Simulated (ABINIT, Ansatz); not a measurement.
# A GW run on CsGeBr3 (Pm-3m) in ABINIT, with inputs changed

Aim: change inputs of a GW run on CsGeBr3 (Pm-3m) and see what moves.

Main program and level: ABINIT 10.8.3; PBEsol and many-body steps on it, plane waves.

Report form: the programs' logs are mostly left out.

## Step 1: Set-up

It takes space group Pm-3m (No. 221, cubic). The conventional cell has a = 5.533 Å, b = 5.533 Å, c = 5.533 Å, α = 90.00°, β = 90.00°, γ = 90.00°. Nearest to Cs lie 12 Br at 3.91 Å. Ge has 6 Br at 2.77 Å nearest. Br has 2 Ge at 2.77 Å and 4 Cs at 3.91 Å nearest. Farther neighbours and most contacts between anions are not listed.

The cell and positions are those that the Materials Project relaxed with its own functionals (PBE, PBE+U or r2SCAN), kept fixed. Spin-orbit coupling is left out unless a step names it.

## Step 2: Screening, 2×2×2 mesh, 201 bands, screening to 141.5 eV

This step: ABINIT 10.8.3; RPA screening on PBEsol, plane waves, norm-conserving pseudopotentials.

The RPA dielectric matrix is built and inverted for each q.

run.abi reads:

```
acell 3*1.0 Angstrom
rprim 
  5.533327140000 0.000000000000 0.000000000000
  0.000000000000 5.533327140000 0.000000000000
  0.000000000000 0.000000000000 5.533327140000
ntypat 3
znucl 55 32 35
natom 5
typat 1 2 3 3 3
xred 
  0.000000000000 0.000000000000 0.000000000000
  0.500000000000 0.500000000000 0.500000000000
  0.500000000000 0.500000000000 0.000000000000
  0.500000000000 0.000000000000 0.500000000000
  0.000000000000 0.500000000000 0.500000000000
pp_dirpath "pseudos"
pseudos "Cs.upf, Ge.upf, Br.upf"
ecut 56
ngkpt 2 2 2
nshiftk 1
shiftk 0 0 0
kptopt 1
chksymbreak 0
istwfk *1
occopt 1
irdwfk 1
optdriver 3
nband 201
ecuteps 5.2
inclvkb 2
awtr 1
symchi 1
indata_prefix "in"
outdata_prefix "out"
tmpdata_prefix "tmp"
```

On the command line:

```console
> OMP_NUM_THREADS=1 mpirun -n 4 abinit run.abi > log
```

Elapsed: 3.5 min, on 4 MPI ranks of Arm Neoverse V1, shared host; peak memory 3.7 GiB; 14 min of CPU time.

This step gave:

```
ε∞ with local fields, on this mesh, along the program's q direction : 137.0
the same without local fields                                       : 177.9
plasma frequency                                                    : 25.83 eV
plane waves in the screening matrix                                 : 619
```

Local fields lower ε∞ by 23 %. The value itself is an artefact of the mesh, where one narrow direct gap carries too much weight.

## Step 3: Base

The self-energy is evaluated for the states that the input lists, and the levels follow from it, in one-shot runs by the linearised quasiparticle equation.

This step: G0W0 on PBEsol, plane waves, norm-conserving pseudopotentials.

Edit run.abi of step 2 so:

```diff
@@ -26,8 +26,17 @@
 irdwfk 1
-optdriver 3
+optdriver 4
 nband 201
+gwcalctyp 0
+ecutsigx 56
+symsigma 1
+nkptgw 2
+kptgw 
+  0.5000000000 0.5000000000 0.5000000000
+  0.0000000000 0.0000000000 0.0000000000
+bdgw 
+  38 44
+  39 44
 ecuteps 5.2
-inclvkb 2
-awtr 1
-symchi 1
+irdscr 1
+ppmodel 1
 indata_prefix "in"
```

Wall time 60 s (4 MPI ranks); peak memory 3.1 GiB; 4 min of CPU time.

Numbers from this step:

```yaml
g0w0_gap_on_the_points_computed: 1.841 eV
starting_gap_on_the_mesh: 0.4958 eV
k_of_the_valence_top: 0.5, 0.5, 0.5
k_of_the_conduction_bottom: 0.5, 0.5, 0.5
z_at_the_valence_top: 0.787
z_at_the_conduction_bottom: 0.794
least_direct_g0w0_gap_on_the_computed_points: 1.841 eV
```

The gap on the mesh goes from 0.50 eV to 1.84 eV, a correction of +1.35 eV.

## Step 4: Smaller part of the screening matrix

Edit run.abi of step 3 so:

```diff
@@ -38,3 +38,3 @@
   39 44
-ecuteps 5.2
+ecuteps 1.3
 irdscr 1
```

Run time: 15 s. Hardware: 4 MPI ranks; peak memory 2.8 GiB.

Numbers from this step:

| Quantity | Value |
| --- | --- |
| G0W0 gap on the points computed | 1.757 eV |
| starting gap on the mesh | 0.4958 eV |
| k of the valence top | 0.5, 0.5, 0.5 |
| k of the conduction bottom | 0.5, 0.5, 0.5 |
| Z at the valence top | 0.801 |
| Z at the conduction bottom | 0.801 |
| least direct G0W0 gap on the computed points | 1.757 eV |

## Step 5: Contour deformation on a plasmon-pole file

Edit run.abi of step 4 so:

```diff
@@ -28,3 +28,3 @@
 nband 201
-gwcalctyp 0
+gwcalctyp 2
 ecutsigx 56
@@ -38,5 +38,4 @@
   39 44
-ecuteps 1.3
+ecuteps 5.2
 irdscr 1
-ppmodel 1
 indata_prefix "in"
```

It took 11 s on 4 MPI ranks; peak memory 2.8 GiB.

The run stopped with an error after 11 s.

The fault put into this input: contour deformation on a plasmon-pole file.

## Step 6: The runs together

Times are wall times on 4 MPI ranks of Arm Neoverse V1, shared host, good to a factor of about two. A run's time includes the screening step that it read.

```
                                 run   mesh  bands  screening cutoff (eV)  DFT gap (eV)  gap on the mesh (eV)  direct (eV)  ε∞ used     time
                                base  2×2×2    201                  141.5         0.496                 1.841        1.841   137.05  4.5 min
smaller part of the screening matrix  2×2×2    201                   35.4         0.496                 1.757        1.757   137.05  3.8 min
```

## Step 7: Summary of results

* base: 1.841 eV
* smaller part of the screening matrix: 1.757 eV
* known limits: not at the basis limit; screening runs away on this mesh; no spin-orbit coupling; coarse k mesh

What this shows: Smaller part of the screening matrix: −0.084 eV against base (keys changed: ecuteps). Bands and cutoff are finite, so the gap is not at the basis limit. The miss can reach some tenths of an eV and take either sign; the mesh is an error of its own. In the G0W0 runs levels were corrected at 2 k points alone, so a gap called «on the mesh» is the least over those, and an edge elsewhere would be missed. The 2×2×2 mesh is coarse for this cell, which bears on the long-range parts of exchange and screening. This is the ideal cubic cell; many perovskites, halides above all, are cubic only on average, and local tilts or off-centring can widen the gap. For the PBEsol start: On this mesh the RPA ε∞ passes 90, more than nearly any semiconductor shows; a coarse mesh does this where one point with a narrow direct gap carries much weight. The screening is then too strong, and the G0W0 gap should not be taken as the material's. The many-body steps are scalar-relativistic: spin-orbit coupling is not in them.

[Paths, hosts, dates, memory and timing lines, banners, echoed tables and standing remarks are left out of the program output.]

[Logs are printed without paths, hosts, clocks, repeated set-up lines and the standing remarks that a program may print on its own settings, such as how far it seeks lower states.]

[Runs of the session that timed out or met a known fault of the program may be left out.]

[Hosts, paths, dates, database ids (printed as entryN), source tags and the programs' standing remarks are cut or masked in the printed files.]

[G0W0 gaps are taken among the corrected bands and points alone; a level outside them can change the order at an edge.]

[Where Ansatz stands beside ABINIT at settings called matched, ABINIT's density can come from a denser mesh and the files from another edition; pairs whose starting gaps differed by over 0.03 eV were left out, so agreement reads better than it is.]
